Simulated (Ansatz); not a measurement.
## Compressing and expanding a frame of glassy nearly rigid 58SiO2-7Al2O3-4FeO-16MgO-13CaO-2Na2O (mol %) from 1700 K (126 atoms)

Aim: relax a frame of glassy nearly rigid 58SiO2-7Al2O3-4FeO-16MgO-13CaO-2Na2O (mol %) from 1700 K (126 atoms), then change its volume to read the bulk modulus from the stress.

Calculated with Ansatz 0.2.0; Kohn-Sham DFT, RPBE, PAW (set soft_2), plane waves.

**1. The structure**

The cell holds 126 atoms: 26 Si, 6 Al, 2 Fe, 7 Mg, 6 Ca, 2 Na and 77 O. Its edges and angles: a = 12.005 Å, b = 12.005 Å, c = 12.005 Å, α = 90.0°, β = 90.0°, γ = 90.0°. 126 atoms (26 Si, 6 Al, 2 Fe, 7 Mg, 6 Ca, 2 Na, 77 O) placed at random at 2.58 g/cm³, melted at 3000 K for 20 ps at fixed volume with the Buckingham and Coulomb pair potential of Guillot and Sator (Geochim. Cosmochim. Acta 71, 1249 (2007)) with the boron terms of Wang et al. (J. Non-Cryst. Solids 498, 294 (2018)). Snapshot at the end of a hold of 10 ps at 1700 K and fixed volume.

What the set-up can't give: The network of bonds at the start is that of the classical potential that made the cell, and needn't be the one that DFT or experiment would give. Without a Hubbard term or exact exchange, open shells on Fe are likely too delocalised. The Brillouin zone is sampled at Γ only.

**2. Single point at the start**

The forces at the start show how far the geometry lies from a minimum of this functional.

input.yaml reads:

```yaml
crystal:
  lattice:
    - [12.0049, 0.0, 0.0]
    - [0.0, 12.0049, 0.0]
    - [0.0, 0.0, 12.0049]
  atoms:
    - { symbol: Si, position: [0.69521, 0.95666, 0.39749] }
    - { symbol: Si, position: [0.36829, 0.94629, 0.08227] }
    - { symbol: Si, position: [0.66286, 0.53666, 0.58644] }
    - { symbol: Si, position: [0.43852, 0.86087, 0.68373] }
    - { symbol: Si, position: [0.36905, 0.35775, 0.13907] }
    - { symbol: Si, position: [0.11308, 0.5203, 0.52865] }
    - { symbol: Si, position: [0.00295, 0.1132, 0.7042] }
    - { symbol: Si, position: [0.35817, 0.68058, 0.10187] }
    - { symbol: Si, position: [0.31208, 0.46284, 0.37833] }
    - { symbol: Si, position: [0.02715, 0.86506, 0.07748] }
    - { symbol: Si, position: [0.12984, 0.2997, 0.09847] }
    - { symbol: Si, position: [0.75687, 0.05458, 0.15005] }
    - { symbol: Si, position: [0.81107, 0.43113, 0.05565] }
    - { symbol: Si, position: [0.41951, 0.6827, 0.34622] }
    - { symbol: Si, position: [0.32231, 0.0392, 0.82571] }
    - { symbol: Si, position: [0.62653, 0.89305, 0.02589] }
    - { symbol: Si, position: [0.08395, 0.9538, 0.85092] }
    - { symbol: Si, position: [0.0311, 0.71922, 0.87123] }
    - { symbol: Si, position: [0.90872, 0.19368, 0.02076] }
    - { symbol: Si, position: [0.59149, 0.2463, 0.28386] }
    - { symbol: Si, position: [0.01079, 0.24732, 0.35902] }
    - { symbol: Si, position: [0.27043, 0.86285, 0.46442] }
    - { symbol: Si, position: [0.76061, 0.13717, 0.57771] }
    - { symbol: Si, position: [0.34582, 0.21979, 0.65813] }
    - { symbol: Si, position: [0.6828, 0.81017, 0.58422] }
    - { symbol: Si, position: [0.1218, 0.35079, 0.70269] }
    - { symbol: Al, position: [0.46746, 0.64435, 0.84801] }
    - { symbol: Al, position: [0.18705, 0.08075, 0.5269] }
    - { symbol: Al, position: [0.95761, 0.64685, 0.35386] }
    - { symbol: Al, position: [0.80449, 0.36066, 0.43833] }
    - { symbol: Al, position: [0.49746, 0.33269, 0.51958] }
    - { symbol: Al, position: [0.68383, 0.47425, 0.83464] }
    [... 88 atom lines left out ...]
    - { symbol: O, position: [0.6951, 0.48617, 0.10496] }
    - { symbol: O, position: [0.76245, 0.98478, 0.27749] }
    - { symbol: O, position: [0.97958, 0.00343, 0.78964] }
    - { symbol: O, position: [0.44408, 0.65997, 0.99431] }
    - { symbol: O, position: [0.24583, 0.6279, 0.06068] }
    - { symbol: O, position: [0.94985, 0.34655, 0.40654] }
magnetization:
  spin_polarized: true
kpoints:
  mp_grid: { grid: [1, 1, 1] }
hamiltonian:
  xc: rpbe
scf:
  occupations: { method: gaussian, width: 0.05 }
  lower_state_search: "off"
output:
  forces: true
```

Command:

```
ansatz run input.yaml --threads 4 --pin off --max-ram 8192MiB --backend cpu --events-out ev --progress --plain --runs-dir out
```

Numbers of over 12 decimals in the logs are rounded to 6 here.

Output:

```text
Engine: ansatz 0.2.0, aarch64-unknown-linux-gnu
Pseudopotentials: kind: paw
Pseudopotential: Si, paw, valence charge 4, recommended cutoff 420 eV (normal), Si.paw.azcp
Pseudopotential: Al, paw, valence charge 3, recommended cutoff 420 eV (normal), Al.paw.azcp
Pseudopotential: Fe, paw, valence charge 16, recommended cutoff 420 eV (normal), Fe.paw.azcp
Pseudopotential: Mg, paw, valence charge 10, recommended cutoff 420 eV (normal), Mg.paw.azcp
Pseudopotential: Ca, paw, valence charge 10, recommended cutoff 420 eV (normal), Ca.paw.azcp
Pseudopotential: Na, paw, valence charge 9, recommended cutoff 420 eV (normal), Na.paw.azcp
Pseudopotential: O, paw, valence charge 6, recommended cutoff 420 eV (normal), O.paw.azcp
[... 5 lines on functional and potentials left out ...]
Crystal: 126 atoms, lattice volume = 1730.118 Å³
Basis set: ecut = 420 eV, 33833 PW (Γ), exchange–correlation on 162×162×162 points (8 copies of the dense FFT grid, shifted against one another)
Bands: 512, of which v1, the nominal top of the filled ones, is band 382 counted from 1 (381 counted from 0)
Symmetry: 1 space group operations
Space group: P1 (ITA 1), of the structure as read, at distance tolerance 1.2e-4 Å
Magnetic group: BNS 1.1 (UNI 1), of the structure as read, at distance tolerance 1.2e-4 Å
k-points: 1
[... 22 lines on functional and potentials left out ...]
Initial density: superposition of atomic densities (chi_scale 0.1, normalization cell, long waves 40 % of neutral atoms (reshape's long-wave potential 1.40 eV rms, cloud 2.42 Å wide))
Starting moments: Σ|m| = 8 μB on 2 of 126 sites
Initial wavefunctions: pseudopotential atomic-orbital guess
Functional: x = rpbe, c = pbe(β = 0.066725)
SCF iter   1: F=—  HF=-100271.929919 eV  |F-HF|=—  |Δ(HF+E_count)|=         —  Δρ=1.30e-1 (↑1.30e-1 ↓5.67e-2)  dr2=7.70e2  dr2_m=3.83e1  M=-0.010 μB ∫|m|=0.581 μB  β_m=0.30  ethr=3.10e-3  ⟨swp⟩=7.5  Hψ=5014  notcnv=0  defer=165
preconditioner: auto → Kerker (q_TF=auto, 2.381 Å⁻¹)  [metal: Δε(μ)=0.023 eV  Ē_g=13.801 eV  σ=0.050 eV  W_gap=0.25  n_scr=388 (ndim 8)  ℏωp=22.4 eV  f_vac=0.049  D(μ)=53.22/eV (n_scr^D=388)]
spin=Collinear: Kerker preconditioning applied to the charge; magnetization (m = ρ↑ − ρ↓) channel mixes plain (no charge-response kernel on spin).
SCF iter   2: F=—  HF=-100201.617078 eV  |F-HF|=—  |Δ(HF+E_count)|=    7.03e1  Δρ=5.25e-2 (↑5.25e-2 ↓4.86e-2)  dr2=2.01e2  dr2_m=5.92e-1  M=-9.869 μB ∫|m|=10.218 μB  β_m=0.30  ethr=3.10e-3  ⟨swp⟩=5.0  Hψ=3325  notcnv=0  defer=242
preconditioner: auto → Resta (q_TF=auto, 2.381 Å⁻¹)  ε∞=3.7  [insulator: Δε(μ)=0.107 eV  Ē_g=13.546 eV  σ=0.050 eV  W_gap=0.87  n_scr=388 (ndim 8)  ℏωp=22.3 eV  f_vac=0.047  D(μ)=7.24/eV (n_scr^D=18)  ε∞_Penn≈3.7]
spin=Collinear: Resta preconditioning applied to the charge; magnetization (m = ρ↑ − ρ↓) channel mixes plain (no charge-response kernel on spin).
SCF iter   3: F=—  HF=-100171.601642 eV  |F-HF|=—  |Δ(HF+E_count)|=    3.00e1  Δρ=7.92e-2 (↑7.92e-2 ↓2.87e-2)  dr2=3.01e2  dr2_m=2.25e1  M=-2.149 μB ∫|m|=2.781 μB  β_m=0.30  ethr=3.10e-3  ⟨swp⟩=4.0  Hψ=2403  notcnv=0  defer=239
SCF iter   4: F=—  HF=-100178.963197 eV  |F-HF|=—  |Δ(HF+E_count)|=    7.36e0  Δρ=9.88e-2 (↑6.72e-2 ↓9.88e-2)  dr2=5.70e2  dr2_m=3.28e1  M=-0.000 μB ∫|m|=1.397 μB  β_m=0.30  ethr=3.10e-3  ⟨swp⟩=6.5  Hψ=2013  notcnv=0  defer=242
SCF iter   5: F=—  HF=-100192.055406 eV  |F-HF|=—  |Δ(HF+E_count)|=    1.31e1  Δρ=1.02e-1 (↑7.14e-2 ↓1.02e-1)  dr2=5.93e2  dr2_m=3.51e1  M=0.000 μB ∫|m|=0.924 μB  β_m=0.30  ethr=3.10e-3  ⟨swp⟩=3.0  Hψ=1957  notcnv=0  defer=251
SCF iter   6: F=—  HF=-100160.663681 eV  |F-HF|=—  |Δ(HF+E_count)|=    3.14e1  Δρ=3.46e-2 (↑3.46e-2 ↓1.64e-2)  dr2=5.18e1  dr2_m=2.64e0  M=-10.000 μB ∫|m|=10.051 μB  β_m=0.30  ethr=3.10e-3  ⟨swp⟩=3.0  Hψ=1958  notcnv=0  defer=249
Mixer restart at iter 6: flushing history
spin-set hold released at iteration 6 (the charge has settled, or the pull on large starting moments outlasts its swing): the magnetisation degrees of freedom join the quasi-Newton model from the next iteration; the mixer history was flushed
SCF iter   7: F=—  HF=-100162.792976 eV  |F-HF|=—  |Δ(HF+E_count)|=    2.13e0  Δρ=8.39e-2 (↑8.39e-2 ↓2.84e-2)  dr2=3.10e2  dr2_m=2.11e1  M=-2.601 μB ∫|m|=3.168 μB  β_m=0.14  ethr=3.10e-3  ⟨swp⟩=3.0  Hψ=1964  notcnv=0  defer=247  recentre
SCF iter   8: F=—  HF=-100157.334021 eV  |F-HF|=—  |Δ(HF+E_count)|=    5.46e0  Δρ=2.63e-2 (↑2.63e-2 ↓1.07e-2)  dr2=2.65e1  dr2_m=2.11e0  M=-8.813 μB ∫|m|=9.123 μB  β_m=0.17  ethr=3.10e-3  ⟨swp⟩=3.5  Hψ=1963  notcnv=0  defer=247
SCF iter   9: F=—  HF=-100156.812439 eV  |F-HF|=—  |Δ(HF+E_count)|=   5.22e-1  Δρ=2.57e-2 (↑2.57e-2 ↓8.39e-3)  dr2=2.34e1  dr2_m=1.83e0  M=-8.000 μB ∫|m|=8.173 μB  β_m=0.15  ethr=3.10e-3  ⟨swp⟩=2.5  Hψ=1273  notcnv=0  defer=247
[...]
SCF iter  23: F=—  HF=-100155.610732 eV  |F-HF|=—  |Δ(HF+E_count)|=   1.32e-5  Δρ=9.65e-5 (↑9.65e-5 ↓2.84e-5)  dr2=2.28e-4  dr2_m=3.26e-5  M=-8.000 μB ∫|m|=8.162 μB  β_m=0.51  ethr=7.53e-8  ⟨swp⟩=2.0  Hψ=1514  notcnv=0  defer=247
SCF iter  24: F=—  HF=-100155.610729 eV  |F-HF|=—  |Δ(HF+E_count)|=   2.07e-6  Δρ=5.76e-5 (↑5.76e-5 ↓1.30e-5)  dr2=6.87e-5  dr2_m=1.22e-5  M=-8.000 μB ∫|m|=8.162 μB  β_m=0.54  ethr=2.99e-8  ⟨swp⟩=2.0  Hψ=1516  notcnv=0  defer=247
SCF iter  25: F=—  HF=-100155.615073 eV  |F-HF|=—  |Δ(HF+E_count)|=   4.34e-3  Δρ=8.03e-5 (↑8.03e-5 ↓1.10e-5)  dr2=1.62e-4  dr2_m=2.33e-5  M=-8.000 μB ∫|m|=8.162 μB  β_m=0.54  ethr=8.99e-9  ⟨swp⟩=2.0  Hψ=1542  notcnv=0  defer=247
SCF iter  26: F=—  HF=-100155.615082 eV  |F-HF|=—  |Δ(HF+E_count)|=   9.17e-6  Δρ=6.03e-5 (↑6.03e-5 ↓1.07e-5)  dr2=9.18e-5  dr2_m=1.28e-5  M=-8.000 μB ∫|m|=8.163 μB  β_m=0.49  ethr=8.99e-9  ⟨swp⟩=2.5  Hψ=1541  notcnv=0  defer=247
SCF iter  27: F=—  HF=-100155.615090 eV  |F-HF|=—  |Δ(HF+E_count)|=   8.03e-6  Δρ=1.46e-5 (↑1.46e-5 ↓6.68e-6)  dr2=4.37e-6  dr2_m=6.46e-7  M=-8.000 μB ∫|m|=8.162 μB  β_m=0.46  ethr=8.99e-9  ⟨swp⟩=2.0  Hψ=1542  notcnv=0  defer=247
SCF iter  28: F=—  HF=-100155.615092 eV  |F-HF|=—  |Δ(HF+E_count)|=   1.56e-6  Δρ=1.76e-5 (↑1.76e-5 ↓3.83e-6)  dr2=6.30e-6  dr2_m=1.13e-6  M=-8.000 μB ∫|m|=8.162 μB  β_m=0.46  ethr=5.73e-10  ⟨swp⟩=2.0  Hψ=1542  notcnv=0  defer=247
SCF iter  29: F=—  HF=-100155.615093 eV  |F-HF|=—  |Δ(HF+E_count)|=   1.60e-6  Δρ=7.19e-6 (↑7.19e-6 ↓3.45e-6)  dr2=9.80e-7  dr2_m=1.69e-7  M=-8.000 μB ∫|m|=8.162 μB  β_m=0.63  ethr=5.73e-10  ⟨swp⟩=2.0  Hψ=1542  notcnv=0  defer=247
SCF iter  30: F=—  HF=-100155.615095 eV  |F-HF|=—  |Δ(HF+E_count)|=   1.26e-6  Δρ=1.20e-5 (↑1.20e-5 ↓2.50e-6)  dr2=3.81e-6  dr2_m=4.95e-7  M=-8.000 μB ∫|m|=8.162 μB  β_m=0.55  ethr=1.28e-10  ⟨swp⟩=2.5  Hψ=1547  notcnv=0  defer=247  recentre
SCF iter  31: F=—  HF=-100155.615095 eV  |F-HF|=—  |Δ(HF+E_count)|=   1.06e-7  Δρ=2.06e-5 (↑2.06e-5 ↓2.20e-6)  dr2=1.05e-5  dr2_m=1.60e-6  M=-8.000 μB ∫|m|=8.162 μB  β_m=0.43  ethr=1.28e-10  ⟨swp⟩=3.0  Hψ=1544  notcnv=0  defer=247
SCF iter  32: F=-100155.615095 eV  HF=-100155.615095 eV  |F-HF|=1.42e-8  |Δ(HF+E_count)|=   1.04e-7  Δρ=2.38e-6 (↑2.38e-6 ↓6.84e-7)  dr2=8.55e-8  dr2_m=1.96e-8  M=-8.000 μB ∫|m|=8.162 μB  ethr=1.31e-11  ⟨swp⟩=2.0  Hψ=3316  notcnv=0
SCF 1 converged in 32 iterations: F = -100155.615095 eV  dr2 = 8.55e-8
  greatest PAW one-centre occupation: 1.005 electrons in one spin orbital (limit 2), on the Fe atom at site 33 (counted from 0), in its partial waves of l = 1
SCF converged after 32 iterations
Magnetization: -8.0000 μB (378.0000 up, 386.0000 down)
Absolute magnetization: 8.1634 μB (∫|ρ↑−ρ↓|, with the PAW one-centre terms)
Spin contamination: 0.0280 ħ² per cell (⟨S²⟩ above its minimum at these occupations)
Per-site moments (μB) at R_I (Å): [(0.00012844, 0.672849), (-2.5467617193463287e-5, 0.640068), (3.286092612173785e-6, 0.682725), (-0.000109716, 0.648618), (1.5683789417556143e-7, 0.626446), [...]
Free energy (F): -100155.615095 eV
Harris-Foulkes:  -100155.615095 eV  (|F-HF|=1.42e-8)
Internal energy: -100155.600439 eV  (E = F + TS)
E sigma→0 (E₀):  -100155.607767 eV
Entropy (-TS):   -0.014656 eV (-0.116 meV/atom)
Fermi energy:    5.775171 eV
--- Per-component energies (eV) ---
  E_band       = -6708.666084
  E_kinetic    = 18170.086418
  E_local      = -66747.163200  (includes V_loc(G=0)·N_el)
  E_nonlocal   = 6032.970971
  E_hartree    = 25188.109511
  E_xc         = -8799.633429
  E_vxc        = -10427.833880  (∫ρ·V_xc dr)
  E_paw        = -39080.950392  (= ΣΔE_a)
  E_vpaw       = -4113.149276  (= ΣTr[D̂ρ^β])
  E_aug_tail   = 0.194099  (compensation charges beyond the density's cutoff)
  E_ewald      = -34916.245368
  E_core_change = -2.969049  (= ΣΔE_core)
  E_smearing   = -0.014656  (= −TS)
  E_closure    = 0.000000  (closes the sum)
  Σ components = -100155.615095   (vs F -100155.615095, Δ=0.00e0)
--- Forces (eV/Å), atoms counted from 1 ---
  atom   1  Si    -3.40334785     3.27418062    -0.96360249
  atom   2  Si    -0.57902269     2.41812202    -2.06908584
  atom   3  Si     1.43219067    -3.24579317     0.08559552
  atom   4  Si     1.18508468    -4.92847778    -1.66045580
  atom   5  Si     5.27643867     1.16042896     5.05432865
  atom   6  Si     3.69817385     0.53974096    -1.48515091
  atom   7  Si    -1.19303511    -0.97573309    -3.66110466
  atom   8  Si    -1.74365451     5.22128722    -3.67112440
  atom   9  Si    -2.26637222    -1.48376201     2.71410439
  atom  10  Si     1.81152023    -0.21743914     1.79016961
  atom  11  Si    -2.22920412     1.06099985     4.37208657
  atom  12  Si    -5.78885325    -1.18193867     8.77638426
  atom  13  Si     0.64670153     5.20136276    -0.58136377
  atom  14  Si     5.11048428    -0.74914356     2.21513875
[...]
atom 125  O     -0.90220487    -1.17472092     0.19078083
  atom 126  O     -2.75892240     4.24985720     2.73083486
  max |Σ_I F_I| component: 9.78e-5 eV/Å
```

It took 2 min on 4 threads of Arm Neoverse V2, shared host; peak memory 4.4 GiB.

Reading the cycles: dr2 is the Hartree energy of the density residual (eV), the measure of convergence; HF is the Harris–Foulkes estimate of the energy, which meets the free energy F at convergence.

The r.m.s. force at the start is 2.1 eV/Å.

(Part 1 of 3 ends here.)

[Logs are printed without paths, hosts, clocks, repeated set-up lines and the standing remarks that a program may print on its own settings, such as how far it seeks lower states.]

[Hosts, paths, dates, database ids (printed as entryN), source tags and the programs' standing remarks are cut or masked in the printed files.]
